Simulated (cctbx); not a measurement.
# A crystallographic session in cctbx: KOs2N2

Library: cctbx 2025.11. The data are simulated by the first script.

## 1. Simulate the data

run.py:

```python
from cctbx import adptbx, crystal, miller, sgtbx, xray
from cctbx.array_family import flex
from iotbx.shelx import hklf
from scitbx import matrix
import scitbx.random

cs = crystal.symmetry(unit_cell=(3.837, 3.837, 12.484, 90, 90, 90), space_group_symbol='Hall: -I 4 2')  # I4/mmm
atoms = [  # label, site, U (iso, or U11 U22 U33 U12 U13 U23 in A^2), occupancy
    ("Os1", (0.5, 0, 0.25), (0.0051, 0.0051, 0.0063, 0.0000, 0.0000, 0.0000), 1),
    ("K1", (0, 0, 0), (0.0081, 0.0081, 0.0095, 0.0000, 0.0000, 0.0000), 1),
    ("N1", (0.5, 0.5, 0.1458), (0.0145, 0.0145, 0.0138, 0.0000, 0.0000, 0.0000), 1),
]
xs = xray.structure(crystal_symmetry=cs)
for label, site, u, occ in atoms:
    u = adptbx.u_cif_as_u_star(cs.unit_cell(), u) if isinstance(u, tuple) else u
    xs.add_scatterer(xray.scatterer(label, site=site, u=u, occupancy=occ))
xs.set_inelastic_form_factors(1.54184, "sasaki")
xs.show_summary()
p1 = xs.expand_to_p1()
ms = miller.build_set(p1, anomalous_flag=True, d_min=0.83)
flex.set_random_seed(535652)
scitbx.random.set_random_seed(535652)
ms = ms.select(flex.random_double(ms.size()) < 0.8)
i = ms.structure_factors_from_scatterers(p1, algorithm="direct").f_calc().as_intensity_array().data()
i = i * 70000 / flex.max(i)
sig = flex.sqrt(i + flex.pow2(0.02 * i) + 2 ** 2)
noise = scitbx.random.variate(scitbx.random.normal_distribution())(i.size())
data = ms.array(data=i + sig * noise, sigmas=sig).set_observation_type_xray_intensity()
with open("data.hkl", "w") as f:
    data.export_as_shelx_hklf(f)
print("reflections written:", data.size(), " <I/sigma> = %.1f" % flex.mean(data.data() / data.sigmas()))
for h, a, b in list(data.sort("data"))[:12]:
    print("%4d%4d%4d %9.1f %7.1f" % (h + (a, b)))
```

```console
$ python run.py
```

```text
Number of scatterers: 3
At special positions: 3
Unit cell: (3.837, 3.837, 12.484, 90, 90, 90)
Space group: I 4/m m m (No. 139)
reflections written: 1096  <I/sigma> = 15.6
  -1  -1  -2   70242.3  1394.1
   0   0   4   69691.4  1424.8
   0   0  -4   68880.8  1424.8
   0  -2   0   68378.3  1342.4
   1  -1  -2   68309.0  1394.1
  -1   1   2   68158.1  1394.1
  -1  -1   2   68154.7  1394.1
   1   1   2   67593.0  1394.1
   1  -1   2   66803.6  1394.1
   1   1  -2   66771.3  1394.1
  -1   1  -2   66078.0  1394.1
   0   2   0   66014.0  1342.4
```

It took 0.26 s on 1 thread of Arm Neoverse V2, on a shared host, peak memory 0.07 GiB.

## 2. Refinement (right model, isotropic)

run.py:

```python
import math
from cctbx import adptbx, crystal, maptbx, sgtbx, xray
from cctbx.array_family import flex
from cctbx.xray import observations
from iotbx.shelx import hklf
from scitbx.lstbx import normal_eqns_solving
from smtbx import absolute_structure, utils
from smtbx.refinement import constraints, least_squares

cs = crystal.symmetry(unit_cell=(3.837, 3.837, 12.484, 90, 90, 90), space_group_symbol='Hall: -I 4 2')  # I4/mmm
atoms = [  # label, site, U (iso, or U11 U22 U33 U12 U13 U23 in A^2), occupancy
    ("Os1", (0.5, 0, 0.25), 0.0200, 1),
    ("K1", (0, 0, 0), 0.0200, 1),
    ("N1", (0.5, 0.5, 0.1543), 0.0200, 1),
]
xs = xray.structure(crystal_symmetry=cs)
for label, site, u, occ in atoms:
    u = adptbx.u_cif_as_u_star(cs.unit_cell(), u) if isinstance(u, tuple) else u
    xs.add_scatterer(xray.scatterer(label, site=site, u=u, occupancy=occ))
xs.set_inelastic_form_factors(1.54184, "sasaki")
raw = hklf.reader(file_name="data.hkl").as_miller_arrays(crystal_symmetry=cs, anomalous=True)[0]
merged = raw.eliminate_sys_absent().merge_equivalents()
fo2 = merged.array().set_observation_type_xray_intensity()
print("Rint %.3f, %d unique reflections to %.2f A" % (merged.r_int(), fo2.size(), fo2.d_min()))
for sc in xs.scatterers():
    sc.flags.set_grad_site(True)
    sc.flags.set_grad_u_aniso(sc.flags.use_u_aniso())
    sc.flags.set_grad_u_iso(sc.flags.use_u_iso())
obs = fo2.as_xray_observations()
extra = {}
rep = constraints.reparametrisation(xs, [], utils.connectivity_table(xs), **extra)
ls = least_squares.crystallographic_ls(obs, rep, weighting_scheme=least_squares.mainstream_shelx_weighting(a=0, b=0))
print("cycle     R1     wR2    GooF  max shift (A)")
for cycle in range(8):
    ls.build_up()
    r1, wr2, goof = ls.r1_factor(cutoff_factor=2)[0], ls.wR2(), ls.goof()
    old = xs.sites_cart()
    normal_eqns_solving.levenberg_marquardt_iterations(ls, n_max_iterations=3, tau=1e-06, step_threshold=1e-7)
    big = flex.max((xs.sites_cart() - old).norms())
    print("%4d %7.4f %7.4f %7.3f %9.5f" % (cycle + 1, r1, wr2, goof, big))
    ls.build_up(objective_only=True)
    if abs(ls.wR2() - wr2) < 5e-5 and big < 5e-4:
        break
ls.build_up()
print("final R1 %.4f wR2 %.4f GooF %.3f  parameters %d  data/parameter %.1f" % (ls.r1_factor(cutoff_factor=2)[0], ls.wR2(), ls.goof(), ls.n_parameters, fo2.size() / ls.n_parameters))
cov = ls.covariance_matrix_and_annotations()
su = dict(zip(cov.annotations, (math.sqrt(max(v, 0)) for v in cov.matrix.matrix_packed_u_diagonal())))
a2 = cs.unit_cell().reciprocal_parameters()[0] ** -2
print("atom        x        y        z      Ueq    occ   su(xyz)  su(Uiso or U11)")
for sc in xs.scatterers():
    s = max(su.get(sc.label + k, 0) for k in (".x", ".y", ".z"))
    npd = "" if sc.is_positive_definite_u(cs.unit_cell()) else "  NPD"
    print("%-5s %8.5f %8.5f %8.5f %8.4f %6.3f %8.5f %7.4f%s" % ((sc.label,) + sc.site + (sc.u_iso_or_equiv(cs.unit_cell()), sc.occupancy, s, su.get(sc.label + ".uiso", su.get(sc.label + ".u11", 0) * a2), npd)))
fo = fo2.f_sq_as_f()
fc = fo.structure_factors_from_scatterers(xs, algorithm="direct").f_calc()
diff = fo.f_obs_minus_f_calc(1 / math.sqrt(ls.scale_factor()), fc).average_bijvoet_mates()
m = diff.fft_map(symmetry_flags=maptbx.use_space_group_symmetry, resolution_factor=0.25).apply_volume_scaling()
print("difference map: max %.2f min %.2f rms %.2f" % (m.statistics().max(), m.statistics().min(), m.statistics().sigma()))
peaks = m.peak_search(parameters=maptbx.peak_search_parameters(min_distance_sym_equiv=0.6, max_clusters=6)).all()
near = xs.closest_distances(peaks.sites(), distance_cutoff=4)
sps = cs.special_position_settings(min_distance_sym_equiv=0.5)
for k, (x, h) in enumerate(zip(peaks.sites(), peaks.heights())):
    ss = sps.site_symmetry(x)
    print("Q%-3d %7.4f %7.4f %7.4f %4d %7.2f  %.2f A from %s" % ((k + 1,) + tuple(t % 1 for t in ss.exact_site()) + (ss.multiplicity(), h, near.smallest_distances[k], xs.scatterers()[near.i_seqs[k]].label)))
```

```console
$ python run.py
```

```text
Rint 0.017, 71 unique reflections to 0.84 A
cycle     R1     wR2    GooF  max shift (A)
   1  0.1054  0.2349  22.053   0.10501
   2  0.0064  0.0139   1.304   0.00000
final R1 0.0064 wR2 0.0139 GooF 1.304  parameters 4  data/parameter 17.8
atom        x        y        z      Ueq    occ   su(xyz)  su(Uiso or U11)
Os1    0.50000  0.00000  0.25000   0.0053  1.000  0.00000  0.0001
K1     0.00000  0.00000  0.00000   0.0085  1.000  0.00000  0.0002
N1     0.50000  0.50000  0.14589   0.0137  1.000  0.00022  0.0006
difference map: max 0.89 min -0.58 rms 0.11
Q1    0.0000  0.5000  0.2069    8    0.94  0.54 A from Os1
Q2    0.0000  0.0000  0.1858    4    0.34  2.08 A from Os1
Q3    0.0000  0.0000  0.0393    4    0.29  0.49 A from K1
Q4    0.0000  0.0000  0.3176    4    0.24  0.46 A from N1
Q5    0.0000  0.0000  0.1153    4    0.21  1.44 A from K1
Q6    0.0000  0.5000  0.1332    8    0.20  1.46 A from Os1
```

Time: 0.43 s.

## 3. Refinement (right model, anisotropic)

run.py, as its changes from the last script of this kind:

```diff
@@ -12,3 +12,3 @@
-    ("Os1", (0.5, 0, 0.25), 0.0200, 1),
-    ("K1", (0, 0, 0), 0.0200, 1),
-    ("N1", (0.5, 0.5, 0.1543), 0.0200, 1),
+    ("Os1", (0.5, 0, 0.25), 0.0053, 1),
+    ("K1", (0, 0, 0), 0.0085, 1),
+    ("N1", (0.5, 0.5, 0.14589), 0.0137, 1),
@@ -20,0 +21 @@
+xs.convert_to_anisotropic()
```

```console
$ python run.py
```

```text
Rint 0.017, 71 unique reflections to 0.84 A
cycle     R1     wR2    GooF  max shift (A)
   1  0.0064  0.0139   1.337   0.00035
   2  0.0036  0.0073   0.705   0.00000
final R1 0.0036 wR2 0.0073 GooF 0.705  parameters 7  data/parameter 10.1
atom        x        y        z      Ueq    occ   su(xyz)  su(Uiso or U11)
Os1    0.50000  0.00000  0.25000   0.0053  1.000  0.00000  0.0001
K1     0.00000  0.00000  0.00000   0.0085  1.000  0.00000  0.0001
N1     0.50000  0.50000  0.14586   0.0138  1.000  0.00012  0.0005
difference map: max 0.21 min -0.14 rms 0.06
Q1    0.0000  0.0000  0.1904    4    0.22  2.04 A from N1
Q2    0.0000  0.0000  0.3103    4    0.18  0.55 A from N1
Q3    0.0000  0.5000  0.1454    8    0.14  1.31 A from Os1
Q4    0.1250  0.1250  0.2398   16    0.11  1.52 A from Os1
Q5    0.1513  0.1513  0.3506   16    0.11  0.82 A from N1
Q6    0.0000  0.0000  0.4040    4    0.11  0.62 A from N1
```

Time: 0.38 s.

## 4. Refinement

run.py, as its changes from the last script of this kind:

```diff
@@ -20 +20 @@
-xs.set_inelastic_form_factors(1.54184, "sasaki")
+# no anomalous dispersion
@@ -35 +35 @@
-for cycle in range(8):
+for cycle in range(12):
```

```console
$ python run.py
```

```text
Rint 0.017, 71 unique reflections to 0.84 A
cycle     R1     wR2    GooF  max shift (A)
   1  0.0271  0.0961   9.228   0.00517
   2  0.0101  0.0354   3.404   0.00000
final R1 0.0101 wR2 0.0354 GooF 3.404  parameters 7  data/parameter 10.1
atom        x        y        z      Ueq    occ   su(xyz)  su(Uiso or U11)
Os1    0.50000  0.00000  0.25000   0.0080  1.000  0.00000  0.0003
K1     0.00000  0.00000  0.00000   0.0022  1.000  0.00000  0.0007
N1     0.50000  0.50000  0.14630   0.0097  1.000  0.00058  0.0022
difference map: max 1.11 min -1.03 rms 0.19
Q1    0.0000  0.0000  0.0000    2    1.11  0.00 A from K1
Q2    0.0000  0.0000  0.3890    4    0.45  0.44 A from N1
Q3    0.0000  0.0000  0.3015    4    0.41  0.65 A from N1
Q4    0.0000  0.0000  0.1932    4    0.34  2.00 A from N1
Q5    0.1247  0.1247  0.3580   16    0.34  0.68 A from N1
Q6    0.1360  0.3599  0.1837   32    0.30  1.12 A from Os1
```

Time: 0.4 s.

This run holds a fault made on purpose: anomalous dispersion left out.

## 5. Refinement

run.py, as its changes from the last script of this kind:

```diff
@@ -20 +20 @@
-# no anomalous dispersion
+xs.set_inelastic_form_factors(0.71073, "sasaki")
```

```console
$ python run.py
```

```text
Rint 0.017, 71 unique reflections to 0.84 A
cycle     R1     wR2    GooF  max shift (A)
   1  0.0219  0.0736   7.074   0.00345
   2  0.0078  0.0257   2.471   0.00000
final R1 0.0078 wR2 0.0257 GooF 2.471  parameters 7  data/parameter 10.1
atom        x        y        z      Ueq    occ   su(xyz)  su(Uiso or U11)
Os1    0.50000  0.00000  0.25000   0.0075  1.000  0.00000  0.0002
K1     0.00000  0.00000  0.00000   0.0042  1.000  0.00000  0.0005
N1     0.50000  0.50000  0.14617   0.0107  1.000  0.00042  0.0016
difference map: max 0.88 min -0.74 rms 0.14
Q1    0.0000  0.0000  0.0000    2    0.88  0.00 A from K1
Q2    0.0000  0.0000  0.3877    4    0.38  0.42 A from N1
Q3    0.0000  0.0000  0.3048    4    0.36  0.61 A from N1
Q4    0.0000  0.0000  0.1908    4    0.31  2.03 A from N1
Q5    0.1267  0.1267  0.3573   16    0.27  0.69 A from N1
Q6    0.1352  0.3614  0.1836   32    0.24  1.11 A from Os1
```

Time: 0.41 s.

This run holds a fault made on purpose: dispersion terms of the wrong wavelength.

## 6. Refinement

run.py, as its changes from the last script of this kind:

```diff
@@ -20 +20 @@
-xs.set_inelastic_form_factors(0.71073, "sasaki")
+xs.set_inelastic_form_factors(1.54184, "sasaki")
@@ -23 +23 @@
-merged = raw.eliminate_sys_absent().merge_equivalents()
+merged = raw.eliminate_sys_absent().resolution_filter(d_min=1.6).merge_equivalents()
```

```console
$ python run.py
```

```text
Rint 0.016, 15 unique reflections to 1.62 A
cycle     R1     wR2    GooF  max shift (A)
   1  0.0052  0.0101   1.169   0.00262
   2  0.0039  0.0061   0.709   0.00000
final R1 0.0039 wR2 0.0061 GooF 0.709  parameters 7  data/parameter 2.1
atom        x        y        z      Ueq    occ   su(xyz)  su(Uiso or U11)
Os1    0.50000  0.00000  0.25000   0.0049  1.000  0.00000  0.0007
K1     0.00000  0.00000  0.00000   0.0075  1.000  0.00000  0.0025
N1     0.50000  0.50000  0.14568   0.0127  1.000  0.00040  0.0069
difference map: max 0.11 min -0.06 rms 0.03
Q1    0.0000  0.0000  0.1763    4    0.11  2.13 A from Os1
Q2    0.0000  0.0000  0.3241    4    0.10  0.38 A from N1
Q3    0.0000  0.5000  0.2500    4    0.04  0.00 A from Os1
Q4    0.0000  0.0000  0.5000    2    0.02  1.82 A from N1
Q5    0.0000  0.0000  0.0000    2    0.01  0.00 A from K1
Q6    0.2091  0.2091  0.0000    8   -0.00  1.13 A from K1
```

It took 0.38 s on 1 thread of Arm Neoverse V2, with other jobs on the host, peak memory 0.09 GiB.

This run holds a fault made on purpose: data cut at low resolution.

[Logs are printed without paths, hosts, clocks, repeated set-up lines and the standing remarks that a program may print on its own settings, such as how far it seeks lower states.]
